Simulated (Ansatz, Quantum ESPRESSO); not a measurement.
# Work function of Mo(100), 7 layers, part 3 of 6

Wanted: work functions and the surface dipole of Mo(100), 7 layers at several levels, with their cost.

Quantum ESPRESSO 7.5; plane-wave DFT, PBE, GBRV ultrasoft pseudopotentials; geometry and cross-check by Ansatz 0.2.0 with PAW datasets.

So far. Step 4 (Potential by pp.x): The vacuum is flat to 1.3 meV/Å, so its level is well defined. Inside the slab the curve depends on the local part of the pseudopotentials; only the vacuum level has a meaning of its own. Step 5 (Macroscopic average): Where the running mean is not flat inside, average.x's window, rounded to the grid, doesn't match the spacings there.

## Step 6: Density by pp.x

The density shows how far the electrons spill into the vacuum.

rho.in reads:

```
&inputpp
  prefix = 'scf'
  outdir = './out'
  filplot = 'rho.dat'
  plot_num = 0
/
```

Launch:

```
> OMP_NUM_THREADS=1 mpirun -n 4 pp.x -in rho.in > rho.out
```

Output:

```text
[banner, memory and clock lines left out]
Program POST-PROC v.7.5 starts

          URL

     ./out/scf.save/

     IMPORTANT: XC functional enforced from input :
     Exchange-correlation= PBE
                           (   1   4   3   4   0   0   0)
     Any further DFT definition will be discarded
     Please, verify this is what you really want

     negative rho (up, down):  5.129E-03 0.000E+00

     Calling punch_plot, plot_num =   0
     Writing data to file  rho.dat
     Message from routine chdens:
     namelist plot not found or invalid, exiting
```

Wall time 0.8 s (4 MPI ranks of Arm Neoverse V2, shared host); peak memory 0.1 GiB.

This step gave:

* electrons by integration: 98.00 e

The valence density, planar mean oscillates, so the rows of the table below give means over windows of 1 Å about each position, cut where the curve ends. Its maxima inside the range that stand out by 2 % of the span (Å: e/Å³): 8.4: 1.11, 9.3: 1.12, 11.3: 1.10, 12.9: 1.10, 14.1: 1.10, 16.2: 1.12, 17.1: 1.11. Its minima: 8.8: 0.735, 10.3: 0.511, 12.0: 0.554, 13.5: 0.554, 15.2: 0.511, 16.6: 0.735.

Mean over planes. Valence density, planar mean against z; means over each step:

z (Å), valence density, planar mean (e/Å³) and a bar:
```
        3       0.00 
        4       0.00 
        5       0.00 
        6       0.01 
        7       0.14 ####
        8       0.97 ############################
        9       0.95 ###########################
       10       0.83 ########################
       11       1.00 ############################
       12       0.79 ######################
       13       0.95 ###########################
       14       0.93 ##########################
       15       0.75 #####################
       16       1.06 ##############################
       17       0.98 ############################
       18       0.50 ##############
       19       0.03 #
       20       0.00 
       21       0.00 
       22       0.00
```

Valence density in the ca plane at fractional y = 0.000, with atoms of Mo within 0.2 Å of it. It is the smooth field of the valence electrons, not physical close to the nuclei.

Ten even steps from '0' (0.0 e/Å³) to '9' (5.1 e/Å³), each cell a mean:
```
00028895100179971000298951001799710000000000
00003541000024520000135410000255200000000000
00000000000000000000000000000000000000000000
00000000000000000000000000000000000000000000
00000000000000000000000000000000000000000000
00001221000012210000012210000122100000000000
00016983100148951000169830001489510000000000
00039376100186582000393861001855920000000000
```
Columns run along c (16.0 Å, from fractional 0.25 to 0.88 of the cell), rows up along a (3.1 Å). Atoms in or near the plane, at fractional coordinates: Mo at (0.32, 0.00), Mo at (0.44, 0.00), Mo at (0.56, 0.00), Mo at (0.68, 0.00).

The density integrates to 98.000 electrons, as the 98 of the input ask.

## Step 7: Projections on atomic orbitals

projwfc.x splits the states by atom and orbital; the spilling says how much the atomic basis misses.

pdos.in reads:

```
&projwfc
  prefix = 'scf'
  outdir = './out'
  filpdos = 'pdos'
  Emin = -0.947
  Emax = 11.053
  DeltaE = 0.1
  ngauss = 0
  degauss = 0.01
/
```

Launch:

```
> OMP_NUM_THREADS=1 mpirun -n 4 projwfc.x -in pdos.in > pdos.out
```

Output:

```text
[banner, memory and clock lines left out]
Program PROJWFC v.7.5 starts

          URL

     ./out/scf.save/

     IMPORTANT: XC functional enforced from input :
     Exchange-correlation= PBE
                           (   1   4   3   4   0   0   0)
     Any further DFT definition will be discarded
     Please, verify this is what you really want

     negative rho (up, down):  5.129E-03 0.000E+00

     Gaussian broadening (read from input): ngauss,degauss=   0    0.010000

     Calling projwave ....
     one sub-group per band group will be used

     linear algebra parallelized on   4 procs

  Problem Sizes
  natomwfc =           91
  nx       =           46
  nbnd     =           59
  nkstot   =           15
  npwx     =         1838
  nkb      =          126

     Atomic states used for projection
     (read from pseudopotential files):

     state #   1: atom   1 (Mo ), wfc  1 (l=0 m= 1)
     state #   2: atom   1 (Mo ), wfc  2 (l=1 m= 1)
     state #   3: atom   1 (Mo ), wfc  2 (l=1 m= 2)
     state #   4: atom   1 (Mo ), wfc  2 (l=1 m= 3)
     state #   5: atom   1 (Mo ), wfc  3 (l=2 m= 1)
     state #   6: atom   1 (Mo ), wfc  3 (l=2 m= 2)
     state #   7: atom   1 (Mo ), wfc  3 (l=2 m= 3)
     state #   8: atom   1 (Mo ), wfc  3 (l=2 m= 4)
     state #   9: atom   1 (Mo ), wfc  3 (l=2 m= 5)
     state #  10: atom   1 (Mo ), wfc  4 (l=0 m= 1)
     state #  11: atom   1 (Mo ), wfc  5 (l=1 m= 1)
     state #  12: atom   1 (Mo ), wfc  5 (l=1 m= 2)
     state #  13: atom   1 (Mo ), wfc  5 (l=1 m= 3)
     state #  14: atom   2 (Mo ), wfc  1 (l=0 m= 1)
     state #  15: atom   2 (Mo ), wfc  2 (l=1 m= 1)
     state #  16: atom   2 (Mo ), wfc  2 (l=1 m= 2)
     state #  17: atom   2 (Mo ), wfc  2 (l=1 m= 3)
     state #  18: atom   2 (Mo ), wfc  3 (l=2 m= 1)
     state #  19: atom   2 (Mo ), wfc  3 (l=2 m= 2)
     state #  20: atom   2 (Mo ), wfc  3 (l=2 m= 3)
     state #  21: atom   2 (Mo ), wfc  3 (l=2 m= 4)
     state #  22: atom   2 (Mo ), wfc  3 (l=2 m= 5)
     state #  23: atom   2 (Mo ), wfc  4 (l=0 m= 1)
     state #  24: atom   2 (Mo ), wfc  5 (l=1 m= 1)
     state #  25: atom   2 (Mo ), wfc  5 (l=1 m= 2)
     state #  26: atom   2 (Mo ), wfc  5 (l=1 m= 3)
     state #  27: atom   3 (Mo ), wfc  1 (l=0 m= 1)
     state #  28: atom   3 (Mo ), wfc  2 (l=1 m= 1)
     state #  29: atom   3 (Mo ), wfc  2 (l=1 m= 2)
     state #  30: atom   3 (Mo ), wfc  2 (l=1 m= 3)
     state #  31: atom   3 (Mo ), wfc  3 (l=2 m= 1)
     state #  32: atom   3 (Mo ), wfc  3 (l=2 m= 2)
     state #  33: atom   3 (Mo ), wfc  3 (l=2 m= 3)
     state #  34: atom   3 (Mo ), wfc  3 (l=2 m= 4)
     state #  35: atom   3 (Mo ), wfc  3 (l=2 m= 5)
     state #  36: atom   3 (Mo ), wfc  4 (l=0 m= 1)
     state #  37: atom   3 (Mo ), wfc  5 (l=1 m= 1)
     state #  38: atom   3 (Mo ), wfc  5 (l=1 m= 2)
     state #  39: atom   3 (Mo ), wfc  5 (l=1 m= 3)
     state #  40: atom   4 (Mo ), wfc  1 (l=0 m= 1)
     state #  41: atom   4 (Mo ), wfc  2 (l=1 m= 1)
     state #  42: atom   4 (Mo ), wfc  2 (l=1 m= 2)
     state #  43: atom   4 (Mo ), wfc  2 (l=1 m= 3)
     state #  44: atom   4 (Mo ), wfc  3 (l=2 m= 1)
     state #  45: atom   4 (Mo ), wfc  3 (l=2 m= 2)
     state #  46: atom   4 (Mo ), wfc  3 (l=2 m= 3)
     state #  47: atom   4 (Mo ), wfc  3 (l=2 m= 4)
     state #  48: atom   4 (Mo ), wfc  3 (l=2 m= 5)
     state #  49: atom   4 (Mo ), wfc  4 (l=0 m= 1)
     state #  50: atom   4 (Mo ), wfc  5 (l=1 m= 1)
     state #  51: atom   4 (Mo ), wfc  5 (l=1 m= 2)
     state #  52: atom   4 (Mo ), wfc  5 (l=1 m= 3)
     state #  53: atom   5 (Mo ), wfc  1 (l=0 m= 1)
     state #  54: atom   5 (Mo ), wfc  2 (l=1 m= 1)
     state #  55: atom   5 (Mo ), wfc  2 (l=1 m= 2)
     state #  56: atom   5 (Mo ), wfc  2 (l=1 m= 3)
     state #  57: atom   5 (Mo ), wfc  3 (l=2 m= 1)
     state #  58: atom   5 (Mo ), wfc  3 (l=2 m= 2)
     state #  59: atom   5 (Mo ), wfc  3 (l=2 m= 3)
     state #  60: atom   5 (Mo ), wfc  3 (l=2 m= 4)
     state #  61: atom   5 (Mo ), wfc  3 (l=2 m= 5)
     state #  62: atom   5 (Mo ), wfc  4 (l=0 m= 1)
     state #  63: atom   5 (Mo ), wfc  5 (l=1 m= 1)
     state #  64: atom   5 (Mo ), wfc  5 (l=1 m= 2)
     state #  65: atom   5 (Mo ), wfc  5 (l=1 m= 3)
     state #  66: atom   6 (Mo ), wfc  1 (l=0 m= 1)
     state #  67: atom   6 (Mo ), wfc  2 (l=1 m= 1)
     state #  68: atom   6 (Mo ), wfc  2 (l=1 m= 2)
     state #  69: atom   6 (Mo ), wfc  2 (l=1 m= 3)
     state #  70: atom   6 (Mo ), wfc  3 (l=2 m= 1)
     state #  71: atom   6 (Mo ), wfc  3 (l=2 m= 2)
     state #  72: atom   6 (Mo ), wfc  3 (l=2 m= 3)
     state #  73: atom   6 (Mo ), wfc  3 (l=2 m= 4)
     state #  74: atom   6 (Mo ), wfc  3 (l=2 m= 5)
     state #  75: atom   6 (Mo ), wfc  4 (l=0 m= 1)
     state #  76: atom   6 (Mo ), wfc  5 (l=1 m= 1)
     state #  77: atom   6 (Mo ), wfc  5 (l=1 m= 2)
     state #  78: atom   6 (Mo ), wfc  5 (l=1 m= 3)
     state #  79: atom   7 (Mo ), wfc  1 (l=0 m= 1)
     state #  80: atom   7 (Mo ), wfc  2 (l=1 m= 1)
     state #  81: atom   7 (Mo ), wfc  2 (l=1 m= 2)
     state #  82: atom   7 (Mo ), wfc  2 (l=1 m= 3)
     state #  83: atom   7 (Mo ), wfc  3 (l=2 m= 1)
     state #  84: atom   7 (Mo ), wfc  3 (l=2 m= 2)
     state #  85: atom   7 (Mo ), wfc  3 (l=2 m= 3)
     state #  86: atom   7 (Mo ), wfc  3 (l=2 m= 4)
     state #  87: atom   7 (Mo ), wfc  3 (l=2 m= 5)
     state #  88: atom   7 (Mo ), wfc  4 (l=0 m= 1)
     state #  89: atom   7 (Mo ), wfc  5 (l=1 m= 1)
     state #  90: atom   7 (Mo ), wfc  5 (l=1 m= 2)
     state #  91: atom   7 (Mo ), wfc  5 (l=1 m= 3)

[... projections of each state ...]
Lowdin Charges:

     Atom #   1: total charge =  13.9273, s =  2.2979,
     Atom #   1: total charge =  13.9273, p =  6.6735, pz=  2.1490, px=  2.2623, py=  2.2623,
     Atom #   1: total charge =  13.9273, d =  4.9559, dz2=  0.8703, dxz=  1.0524, dyz=  1.0524, dx2-y2=  0.8934, dxy=  1.0873,
     Atom #   2: total charge =  14.0569, s =  2.2474,
     Atom #   2: total charge =  14.0569, p =  6.9483, pz=  2.3283, px=  2.3100, py=  2.3100,
     Atom #   2: total charge =  14.0569, d =  4.8611, dz2=  0.7851, dxz=  1.1193, dyz=  1.1193, dx2-y2=  0.7573, dxy=  1.0801,
     Atom #   3: total charge =  13.9626, s =  2.2303,
     Atom #   3: total charge =  13.9626, p =  6.9187, pz=  2.3124, px=  2.3032, py=  2.3032,
     Atom #   3: total charge =  13.9626, d =  4.8136, dz2=  0.8300, dxz=  1.0414, dyz=  1.0414, dx2-y2=  0.8390, dxy=  1.0619,
     Atom #   4: total charge =  14.0073, s =  2.2289,
     Atom #   4: total charge =  14.0073, p =  6.9300, pz=  2.3052, px=  2.3124, py=  2.3124,
     Atom #   4: total charge =  14.0073, d =  4.8485, dz2=  0.8074, dxz=  1.0775, dyz=  1.0775, dx2-y2=  0.7789, dxy=  1.1073,
     Atom #   5: total charge =  13.9626, s =  2.2303,
     Atom #   5: total charge =  13.9626, p =  6.9187, pz=  2.3124, px=  2.3032, py=  2.3032,
     Atom #   5: total charge =  13.9626, d =  4.8136, dz2=  0.8300, dxz=  1.0414, dyz=  1.0414, dx2-y2=  0.8390, dxy=  1.0619,
     Atom #   6: total charge =  14.0569, s =  2.2474,
     Atom #   6: total charge =  14.0569, p =  6.9483, pz=  2.3283, px=  2.3100, py=  2.3100,
     Atom #   6: total charge =  14.0569, d =  4.8611, dz2=  0.7851, dxz=  1.1193, dyz=  1.1193, dx2-y2=  0.7573, dxy=  1.0801,
     Atom #   7: total charge =  13.9273, s =  2.2979,
     Atom #   7: total charge =  13.9273, p =  6.6735, pz=  2.1490, px=  2.2623, py=  2.2623,
     Atom #   7: total charge =  13.9273, d =  4.9559, dz2=  0.8703, dxz=  1.0524, dyz=  1.0524, dx2-y2=  0.8934, dxy=  1.0873,
     Spilling Parameter:   0.0010
```

It took 1.5 s on 4 MPI ranks; peak memory 0.11 GiB; 5.9 s of CPU time.

Read from the output:

```
spilling of the projection : 0.001
```

Projected DOS an atom over height of the atomic layer and energy from the Fermi level. Columns are the atomic layers from the bottom up.

Ten even steps from '0' (0.00 states/eV) to '9' (2.23 states/eV), each cell a mean:
```
5454545
7453547
5131315
9132319
9324239
4334334
6455546
5557555
5654565
5856585
5986895
4554554
2566652
2455542
1233321
0011100
0000000
0000000
0000000
0000000
0000000
0000000
```
Columns: height of the atomic layer (Å) from 8.13 to 17.3 (not evenly spaced); rows upwards: energy from the Fermi level (eV) from -8.00 to 1.30.

The atomic orbitals miss 0.1 % of the occupied states; for empty states the projections can miss much more.

## Step 8: SCF with pw.x: open boundaries by the effective screening medium

The effective screening medium with bc1 puts vacuum on both sides and removes the images along the normal. The slab must sit about z = 0, symmetry is kept, and the .esm1 file holds the planar potential.

esm.in reads:

```
&control
  prefix = 'esm'
  outdir = './out'
  pseudo_dir = './pseudo'
  calculation = 'scf'
  tprnfor = .true.
/
&system
  ibrav = 0
  nat = 7
  ntyp = 1
  ecutwfc = 40
  ecutrho = 200
  occupations = 'smearing'
  smearing = 'mv'
  degauss = 0.02
  assume_isolated = 'esm'
  esm_bc = 'bc1'
/
&electrons
  conv_thr = 1e-07
  mixing_beta = 0.4
  electron_maxstep = 120
  mixing_mode = 'local-TF'
/
ATOMIC_SPECIES
  Mo  95.9500  mo_pbe_v1.uspp.F.UPF
CELL_PARAMETERS angstrom
  3.15000000000000 0.00000000000000 0.00000000000000
  0.00000000000000 3.15000000000000 0.00000000000000
  0.00000000000000 0.00000000000000 25.45000000000000
ATOMIC_POSITIONS crystal
  Mo  0.000000000000 0.000000000000 -0.180651620837
  Mo  0.500000000000 0.500000000000 -0.125490726422
  Mo  0.000000000000 0.000000000000 -0.061886065118
  Mo  0.500000000000 0.500000000000 -0.000000014018
  Mo  0.000000000000 0.000000000000 0.061886037082
  Mo  0.500000000000 0.500000000000 0.125490728381
  Mo  -0.000000000000 0.000000000000 0.180651620837
K_POINTS automatic
  8 8 1 0 0 0
```

Launch:

```
> OMP_NUM_THREADS=1 mpirun -n 4 pw.x -nk 4 -in esm.in > esm.out
```

Output:

```text
[banner, memory and clock lines left out]
Program PWSCF v.7.5 starts
[citation notice left out]

[...]
Message from routine setup:
[...]
bravais-lattice index     =            0
     lattice parameter (alat)  =       5.9526  a.u.
     unit-cell volume          =    1704.1409 (a.u.)^3
     number of atoms/cell      =            7
     number of atomic types    =            1
     number of electrons       =        98.00
     number of Kohn-Sham states=           59
     kinetic-energy cutoff     =      40.0000  Ry
     charge density cutoff     =     200.0000  Ry
     scf convergence threshold =      1.0E-07
     mixing beta               =       0.4000
     number of iterations used =            8  local-TF  mixing
     Exchange-correlation= SLA  PW   PBE  PBE
                           (   1   4   3   4   0   0   0)

     Effective Screening Medium Method
     Boundary Conditions: Vacuum-Slab-Vacuum
     total charge in unit cell        =   0.0000
     grid points for fit at edges     =        4

[...]
PseudoPot. # 1 for Mo read from file:
     ./pseudo/mo_pbe_v1.uspp.F.UPF
     Pseudo is Ultrasoft + core correction, Zval = 14.0
     Generated by new atomic code, or converted to UPF format
     Using radial grid of  889 points,  6 beta functions with:
                l(1) =   0
                l(2) =   0
                l(3) =   1
                l(4) =   1
                l(5) =   2
                l(6) =   2
     Q(r) pseudized with  6 coefficients,  rinner =    1.000   1.000   1.000
                                                       1.000   1.000

     atomic species   valence    mass     pseudopotential
     Mo               14.00    95.95000     Mo( 1.00)

     16 Sym. Ops., with inversion, found

[...]
number of k points=    15  Marzari-Vanderbilt smearing, width (Ry)=  0.0200
[...]
Dense  grid:    81313 G-vectors     FFT dimensions: (  27,  27, 225)

     Smooth grid:    57917 G-vectors     FFT dimensions: (  24,  24, 200)

     Initial potential from superposition of free atoms

     starting charge      97.9926, renormalised to      98.0000

     negative rho (up, down):  5.116E-03 0.000E+00
     Starting wfcs are   91 randomized atomic wfcs

     per-process dynamical memory:    84.3 Mb

     Self-consistent Calculation

     iteration #  1     ecut=    40.00 Ry     beta= 0.40
     Davidson diagonalization with overlap
     ethr =  1.00E-02,  avg # of iterations =  1.2

     negative rho (up, down):  2.017E-03 0.000E+00

     total energy              =    -974.96735699 Ry
     estimated scf accuracy    <       3.66417412 Ry

     iteration #  2     ecut=    40.00 Ry     beta= 0.40
[...]
negative rho (up, down):  4.881E-04 0.000E+00

[...]
total energy              =    -974.99014156 Ry
     estimated scf accuracy    <       1.19931701 Ry

     iteration #  3     ecut=    40.00 Ry     beta= 0.40
[...]
negative rho (up, down):  1.163E-04 0.000E+00

[...]
total energy              =    -974.93660754 Ry
     estimated scf accuracy    <       0.55809560 Ry

     iteration #  4     ecut=    40.00 Ry     beta= 0.40
[...]
negative rho (up, down):  8.413E-05 0.000E+00

[...]
total energy              =    -975.03681707 Ry
     estimated scf accuracy    <       0.21710018 Ry

     iteration #  5     ecut=    40.00 Ry     beta= 0.40
[...]
negative rho (up, down):  2.580E-05 0.000E+00

[...]
total energy              =    -975.11120246 Ry
     estimated scf accuracy    <       0.88406021 Ry

     iteration #  6     ecut=    40.00 Ry     beta= 0.40
[...]
negative rho (up, down):  1.823E-05 0.000E+00

[...]
total energy              =    -975.09709913 Ry
     estimated scf accuracy    <       0.60959754 Ry

[...]
iteration # 28     ecut=    40.00 Ry     beta= 0.40
[...]
negative rho (up, down):  5.190E-03 0.000E+00

[...]
total energy              =    -975.07671573 Ry
     estimated scf accuracy    <       0.00000020 Ry

     iteration # 29     ecut=    40.00 Ry     beta= 0.40
[...]
negative rho (up, down):  5.191E-03 0.000E+00

[...]
total energy              =    -975.07671204 Ry
     estimated scf accuracy    <       0.00000037 Ry

     iteration # 30     ecut=    40.00 Ry     beta= 0.40
[...]
negative rho (up, down):  5.187E-03 0.000E+00

[...]
total energy              =    -975.07670284 Ry
     estimated scf accuracy    <       0.00000015 Ry

     iteration # 31     ecut=    40.00 Ry     beta= 0.40
[...]
negative rho (up, down):  5.196E-03 0.000E+00

[...]
End of self-consistent calculation

          k = 0.0000 0.0000 0.0000 (  7237 PWs)   bands (ev):

   -65.1302 -65.0588 -64.8835 -64.8479 -64.7158 -64.4875 -64.4872 -39.3673
   -39.3188 -39.3188 -39.3125 -39.2022 -39.2022 -39.1181 -39.0289 -38.9904
   -38.9904 -38.8310 -38.8310 -38.7544 -38.5161 -38.5161 -38.4972 -38.3970
   -38.2589 -38.2589 -38.2501 -38.2501 -10.6744  -9.7037  -9.1001  -8.9243
    -8.6560  -8.4107  -8.1368  -7.7346  -7.3627  -7.2500  -6.3264  -5.1922
    -5.1922  -5.0790  -5.0378  -5.0378  -4.7581  -4.6021  -4.6021  -4.5596
    -4.0824  -4.0824  -4.0049  -3.9442  -3.9335  -3.1770  -3.1198  -3.1198
    -2.8279  -2.4053  -1.9866

          k = 0.0000 0.1250 0.0000 (  7256 PWs)   bands (ev):

   -65.1139 -65.0474 -64.8728 -64.8427 -64.7237 -64.4954 -64.4952 -39.4305
   -39.4219 -39.3320 -39.2837 -39.2510 -39.1723 -39.0950 -39.0708 -38.9686
   -38.9408 -38.9236 -38.8271 -38.6216 -38.6157 -38.5356 -38.4292 -38.3984
   -38.2847 -38.2818 -38.2782 -38.2613 -10.3521  -9.4543  -8.8716  -8.6887
    -8.4651  -8.3161  -7.9280  -7.6936  -7.4463  -7.0440  -6.2325  -5.6528
    -5.6213  -5.3817  -5.2900  -5.2839  -5.0762  -4.4748  -4.4724  -4.4214
    -4.3836  -3.8835  -3.8707  -3.5286  -3.3844  -3.3718  -3.1893  -2.7100
    -2.6469  -2.3071  -2.0702

[...]
the Fermi energy is    -3.9260 ev

!    total energy              =    -975.07670054 Ry
     estimated scf accuracy    <          9.9E-09 Ry
     smearing contrib. (-TS)   =       0.00315121 Ry
     internal energy E=F+TS    =    -975.07985175 Ry

     The total energy is F=E-TS. E is the sum of the following terms:
     one-electron contribution =   23152.12398410 Ry
     hartree contribution      =  -11605.07495243 Ry
     xc contribution           =    -135.29706643 Ry
     ewald contribution        =  -12386.83181699 Ry

     convergence has been achieved in  31 iterations

     negative rho (up, down):  5.196E-03 0.000E+00

     Forces acting on atoms (cartesian axes, Ry/au):

     atom    1 type  1   force =     0.00000000    0.00000000    0.00201504
     atom    2 type  1   force =     0.00000000    0.00000000    0.00102507
     atom    3 type  1   force =     0.00000000    0.00000000   -0.00487807
     atom    4 type  1   force =     0.00000000    0.00000000    0.00000000
     atom    5 type  1   force =     0.00000000    0.00000000    0.00487807
     atom    6 type  1   force =     0.00000000    0.00000000   -0.00102507
     atom    7 type  1   force =     0.00000000    0.00000000   -0.00201504

     Total force =     0.007604     Total SCF correction =     0.000553

[...]
```

The job ended after 1.9 min (4 MPI ranks; peak memory 0.62 GiB; 7.4 min of CPU time).

Read from the output:

| Property | Result |
| --- | --- |
| free energy | -13266.5944 eV |
| Fermi energy | -3.926 eV |
| vacuum line at the lower end of the cell, over the Fermi level | 3.926 eV |
| vacuum line at the upper end of the cell, over the Fermi level | 3.926 eV |

The potential energy, planar mean oscillates, so the rows of the table below give means over windows of 1.58 Å about each position, cut where the curve ends. Its maxima inside the range that stand out by 2 % of the span (Å: eV): -3.9: -11.8, -2.4: -7.65, -0.8: -8.27, 0.8: -8.27, 2.4: -7.65, 3.9: -11.8. Its minima: -4.5: -23.6, -3.2: -24.1, -1.6: -24.0, 0.0: -23.9, 1.6: -24.0, 3.2: -24.1, 4.5: -23.6.

Electrostatic potential energy of an electron; zero at the Fermi level. Table of potential energy, planar mean by z; means over each step:

```tsv
z (Å)	potential energy, planar mean (eV)
-11.88	3.93
-10.30	3.93
-8.72	3.92
-7.14	3.70
-5.56	-3.82
-3.98	-18.5
-2.40	-15.6
-0.82	-16.1
0.76	-16.1
2.34	-15.6
3.92	-18.6
5.50	-4.77
7.08	3.67
8.66	3.92
10.24	3.93
11.82	3.93
```

The vacuum levels are read from the outermost 0.7 Å of the cell on either side.

The run needed 31 iterations to bring the estimated error under 1e-07 Ry; the largest force on any atom, held or free, is 0.13 eV/Å.

The upper level is 3.926 eV against 3.928 eV from the periodic run.

(Continued in part 4 of 6.)

[Logs are printed without paths, hosts, clocks, repeated set-up lines and the standing remarks that a program may print on its own settings, such as how far it seeks lower states.]

[Hosts, paths, dates, database ids (printed as entryN), source tags and the programs' standing remarks are cut or masked in the printed files.]

[Maps of the electrostatic potential energy from Ansatz leave out the sawtooth potential of an applied field or a dipole correction, so their vacuum need not be flat; planar profiles and work functions include it.]
